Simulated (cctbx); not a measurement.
**Occupancies in CuSiBi4**

Cell a = 7.2810 Å, b = 7.2810 Å, c = 5.8570 Å, α = 90.00°, β = 90.00°, γ = 90.00°; space group P4/mcc (no. 124); nominal formula CuSiBi4.

The data are simulated with cctbx, not measured: synchrotron X-rays, λ = 0.4959 Å, to d = 0.8 Å, 70 % of the full sphere, strongest reflection 20000 counts, noise from counting, a 6 % proportional error and a noise floor of 4 counts (s.d.); no absorption.

With every site full:

```text
Rint 0.047, 182 unique reflections to 0.80 A
cycle     R1     wR2    GooF  max shift (A)
   1  0.1183  0.2622   7.842   0.00020
   2  0.0198  0.0511   1.529   0.00000
final R1 0.0198 wR2 0.0511 GooF 1.529  parameters 10  data/parameter 18.2
atom        x        y        z      Ueq    occ   su(xyz)  su(Uiso or U11)
Bi1    0.84012  0.33812  0.00000   0.0081  1.000  0.00004  0.0003
Cu2    0.00000  0.00000  0.75000  -0.0010  1.000  0.00000  0.0005  NPD
Si1    0.50000  0.50000  0.75000   0.0144  1.000  0.00000  0.0014
difference map: max 2.99 min -1.50 rms 0.39
Q1    0.0000  0.0000  0.2500    2    2.99  0.00 A from Cu2
Q2    0.5000  0.5000  0.2500    2    1.50  0.00 A from Si1
Q3    0.1094  0.3567  0.2960   16    0.86  1.26 A from Bi1
Q4    0.0482  0.3072  0.1614   16    0.72  1.80 A from Bi1
Q5    0.1864  0.4771  0.4046   16    0.71  1.17 A from Bi1
Q6    0.1704  0.5000  0.2500    8    0.63  1.88 A from Bi1
```

With the occupancies of the suspect sites free, each still typed as its main element:

```text
Rint 0.047, 182 unique reflections to 0.80 A
cycle     R1     wR2    GooF  max shift (A)
   1  0.0698  0.1866   5.615   0.00017
   6  0.0145  0.0312   0.937   0.00000
final R1 0.0145 wR2 0.0311 GooF 0.937  parameters 12  data/parameter 15.2
atom        x        y        z      Ueq    occ   su(xyz)  su(Uiso or U11)
Bi1    0.84013  0.33808  0.00000   0.0078  0.947  0.00002  0.0002
Cu2    0.00000  0.00000  0.75000   0.0041  1.056  0.00000  0.0005
Si1    0.50000  0.50000  0.75000   0.0161  1.000  0.00000  0.0013
su of occupancy Bi1: 0.018
su of occupancy Cu2: 0.017
difference map: max 0.82 min -1.33 rms 0.30
Q1    0.1123  0.3583  0.2953   16    0.85  1.26 A from Bi1
Q2    0.5000  0.5000  0.2500    2    0.63  0.00 A from Si1
Q3    0.0437  0.3147  0.1509   16    0.63  1.73 A from Bi1
Q4    0.0000  0.3097  0.2500    8    0.60  1.88 A from Bi1
Q5    0.1895  0.4795  0.3945   16    0.59  1.22 A from Bi1
Q6    0.2001  0.3064  0.2883   16    0.59  1.29 A from Bi1
```

**Question.** What is the disorder?

X-rays count electrons. Bi1 refines to 0.947(0.018), or 78.6 electrons; the site truly holds 0.9875 Bi and 0.0125 Cu, 82.3 electrons, which is 0.992 of Bi; Cu2 refines to 1.056(0.017), or 30.6 electrons; the site truly holds 0.95 Cu and 0.05 Bi, 31.7 electrons, which is 1.093 of Cu. A value under 1 can't tell vacancies from a lighter guest, and one over 1 needs a heavier guest; chemistry or a second radiation must settle which. Occupancy correlates with U and the scale, and the two elements' form factors differ in shape, so the match is approximate.

Freeing them takes R1 from 0.0198 to 0.0145 and GooF from 1.53 to 0.94.

The model was made for the exercise: a known structure type with other elements put in, its volume estimated, not relaxed; displacement parameters are assumed.

[Middle refinement cycles are left out of these outputs.]

[Logs are printed without paths, hosts, clocks, repeated set-up lines and the standing remarks that a program may print on its own settings, such as how far it seeks lower states.]
